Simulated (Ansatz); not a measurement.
# OsCl2 (1T sheet): how robust is the cRPA U?, part 2 of 2

Wanted: the sensitivity and cost of U and J for OsCl2 (1T sheet).

Ansatz 0.2.0; constrained RPA on LDA, plane waves, PAW.

So far. Step 4 (Changed: 3×3×1 mesh): On the Os eg shell, screening brings the on-site interaction from 9.4 eV down to U = 2.46 eV. Step 6 (Changed: accuracy low): On the Os eg shell, screening brings the on-site interaction from 9.0 eV down to U = 2.40 eV.

## 8. Changed: strain -3%

The cell differs from the one that the last finished run ended in (a 3.581 → 3.473 Å, b 3.581 → 3.473 Å).

Input file input.yaml:

```yaml
crystal:
  lattice:
    - [0.0, 2.4560054389, 2.4560054389]
    - [2.4560054389, -2.4560054389, 0.0]
    - [17.38503569, 17.38503569, -17.38503569]
  atoms:
    - { symbol: Os, position: [0.0, 0.0, 0.3180797022] }
    - { symbol: Cl, position: [0.3333333333, 0.6666666667, 0.3556984376] }
    - { symbol: Cl, position: [0.6666666667, 0.3333333333, 0.2804609667] }
  periodic: [true, true, false]
kpoints:
  mp_grid: { grid: [6, 6, 1] }
hamiltonian:
  xc: lda
scf:
  occupations: { method: gaussian, width: 0.08 }
  n_extra_bands: 19
  max_iter: 150
  lower_state_search: "off"
output:
  crpa:
    kmesh: [6, 6, 1]
    target_bands: [c1, c2]
    projections: [{ species: Os, l: d, shell: 5, orbitals: [dz2, dx2-y2] }]
  local_orbitals:
    kmesh: [12, 12, 1]
    orbitals: [{ species: Os, l: d, shell: 5, orbitals: [dz2, dx2-y2] }]
    window: { bands: [c1, c2] }
    seedname: lo
```

Launch:

```
> ansatz run input.yaml --threads 8 --pin off --max-ram 14745MiB --backend cpu --events-out ev --progress --plain --runs-dir out
```

Numbers of over 12 decimals in the logs are rounded to 6 here.

The program printed:

```text
[...]
Crystal: 3 atoms, lattice volume = 314.598 Å³
Basis set: ecut = 420 eV, 6155 PW (Γ)
Bands: 34, of which v1, the nominal top of the filled ones, is band 15 counted from 1 (14 counted from 0)
Symmetry: 12 space group operations
[...]
k-points: 7 of 36
[...]
° read free of the cell's end (the report's vacuum.weakly_bound_levels)
[...]
χ-basis size per q: N_G = 1119..1146
[...]
Site 0, 5D, 2 of 5 d orbitals (Wannier functions 1, 2; wannier90's mr 1, 4):
      screened: U = 2.3951 eV, U' = 1.9296 eV, J = 0.2327 eV
      screened, to within: U = 5.5e-3 eV, U' = 5.5e-3 eV, J = 5.3e-4 eV
      bare: V = 8.7296 eV, V' = 7.9378 eV, J = 0.3959 eV
[...]
[key lines of the parts left out:]
SCF converged after 7 iterations
Free energy (F): -13206.031061 eV
Fermi energy:    -3.757407 eV
```

Run time: 30 s. Hardware: 8 threads of Arm Neoverse V2, shared host; peak memory 2.6 GiB; 3.5 min of CPU time.

This step gave:

```
U                                                 : 2.395 eV
U prime (inter-orbital)                           : 1.930 eV
J                                                 : 0.2327 eV
bare V                                            : 8.730 eV
bare J                                            : 0.3959 eV
stated bound on U                                 : 0.005465 eV
U over bare V                                     : 0.2744
electrons in the window                           : 0
head of the constrained inverse dielectric matrix : 0.5982
least eigenvalue of the projection's overlap      : 0.4597
target functions                                  : 2
bands in the sums                                 : 34
r.m.s. miss of the model bands                    : 0.001833 eV
width of the target bands                         : 1.416 eV
weight of the projected orbitals in the window    : 0.5704
```

On the Os eg shell, screening brings the on-site interaction from 8.7 eV down to U = 2.40 eV.

## 9. Changed: potentials

input.yaml, the sections that differ from step 8:

```yaml
crystal:
  lattice:
    - [0.0, 2.53196437, 2.53196437]
    - [2.53196437, -2.53196437, 0.0]
    - [17.38503569, 17.38503569, -17.38503569]
  atoms:
    - { symbol: Os, position: [0.0, 0.0, 0.3180797022] }
    - { symbol: Cl, position: [0.3333333333, 0.6666666667, 0.3556984376] }
    - { symbol: Cl, position: [0.6666666667, 0.3333333333, 0.2804609667] }
  periodic: [true, true, false]
hamiltonian:
  xc: lda
  pseudopotentials: { kind: paw, source: ansatz }
output:
  crpa:
    kmesh: [6, 6, 1]
    target_bands: [c1, c2]
    projections: [{ species: Os, l: d, shell: 5, orbitals: [dz2, dx2-y2] }]
# kpoints, scf: as in step 8
```

The program printed:

```text
Warning: <dir> the record states the generating functional pbe (its physics header spells it `PBE`), which answers neither for hamiltonian.xc's functional nor for the lda family's, and the run keeps its frozen core as the file was made (hamiltonian.pseudopotentials.frozen_core says where one is remade) — results may be inconsistent (PPs are generated against a specific XC)
[...]
Crystal: 3 atoms, lattice volume = 334.358 Å³
[...]
° read free of the cell's end (the report's vacuum.weakly_bound_levels)
[...]
χ-basis size per q: N_G = 1182..1236
[...]
Site 0, 5D, 2 of 5 d orbitals (Wannier functions 1, 2; wannier90's mr 1, 4):
      screened: U = 2.4083 eV, U' = 1.9255 eV, J = 0.2414 eV
      screened, to within: U = 6.3e-3 eV, U' = 6.3e-3 eV, J = 6.5e-4 eV
      bare: V = 9.0083 eV, V' = 8.1931 eV, J = 0.4076 eV
[...]
[key lines of the parts left out:]
SCF converged after 9 iterations
Free energy (F): -13274.856095 eV
Fermi energy:    -3.942256 eV
```

It took 68 s on 8 threads; peak memory 4.5 GiB.

Numbers from this step:

| Property | Result |
| --- | --- |
| U | 2.408 eV |
| U prime (inter-orbital) | 1.925 eV |
| J | 0.2414 eV |
| bare V | 9.008 eV |
| bare J | 0.4076 eV |
| stated bound on U | 0.006241 eV |
| U over bare V | 0.2673 |
| electrons in the window | 0 |
| head of the constrained inverse dielectric matrix | 0.6009 |
| least eigenvalue of the projection's overlap | 0.4753 |
| target functions | 2 |
| bands in the sums | 34 |
| width of the target bands | 1.106 eV |
| weight of the projected orbitals in the window | 0.5940 |

On the Os eg shell, screening brings the on-site interaction from 9.0 eV down to U = 2.41 eV.

## 10. Side by side

Times are wall times on 8 threads of Arm Neoverse V2, shared host, good to a factor of about two.

```
          run  bare V (eV)  U (eV)  J (eV)  bound on U (eV)  width (eV)  time
target window         9.01   2.411   0.242           0.0053        1.11  32 s
   9×9×1 mesh         8.96   2.400   0.241           0.0052        1.11  81 s
   3×3×1 mesh         9.38   2.461   0.252           0.0053        1.11  11 s
 accuracy low         9.01   2.404   0.241           0.0693        1.11  20 s
   strain -3%         8.73   2.395   0.233           0.0055        1.42  30 s
   potentials         9.01   2.408   0.241           0.0062        1.11  68 s
```

## 11. Outcome

```json
{"target window": "U 2.41 eV, J 0.24 eV", "9×9×1 mesh": "U 2.40 eV, J 0.24 eV", "3×3×1 mesh": "U 2.46 eV, J 0.25 eV", "accuracy low": "U 2.40 eV, J 0.24 eV", "strain -3%": "U 2.40 eV, J 0.23 eV", "potentials": "U 2.41 eV, J 0.24 eV"}
```

9×9×1 mesh moves U by −0.01 eV at 2.5 times the time. 3×3×1 mesh moves U by +0.05 eV at 0.33 times the time. Accuracy low moves U by −0.01 eV (within the solver's bounds, for the mean over orbitals). Strain -3% moves U by −0.02 eV. Potentials moves U by −0.003 eV (within the solver's bounds, for the mean over orbitals) at 2.1 times the time. The printed bound covers the solver alone, not the mesh. The parent state is non-magnetic and the interaction static (zero frequency); U depends on the window and the orbitals, so it belongs to this model alone. Spin-orbit coupling, which is strong for atoms this heavy, is left out.

[Paths, hosts, dates, memory and timing lines, banners, echoed tables and standing remarks are left out of the program output.]

[Logs are printed without paths, hosts, clocks, repeated set-up lines and the standing remarks that a program may print on its own settings, such as how far it seeks lower states.]

[Runs of the session that timed out or met a known fault of the program may be left out.]

[Hosts, paths, dates, database ids (printed as entryN), source tags and the programs' standing remarks are cut or masked in the printed files.]
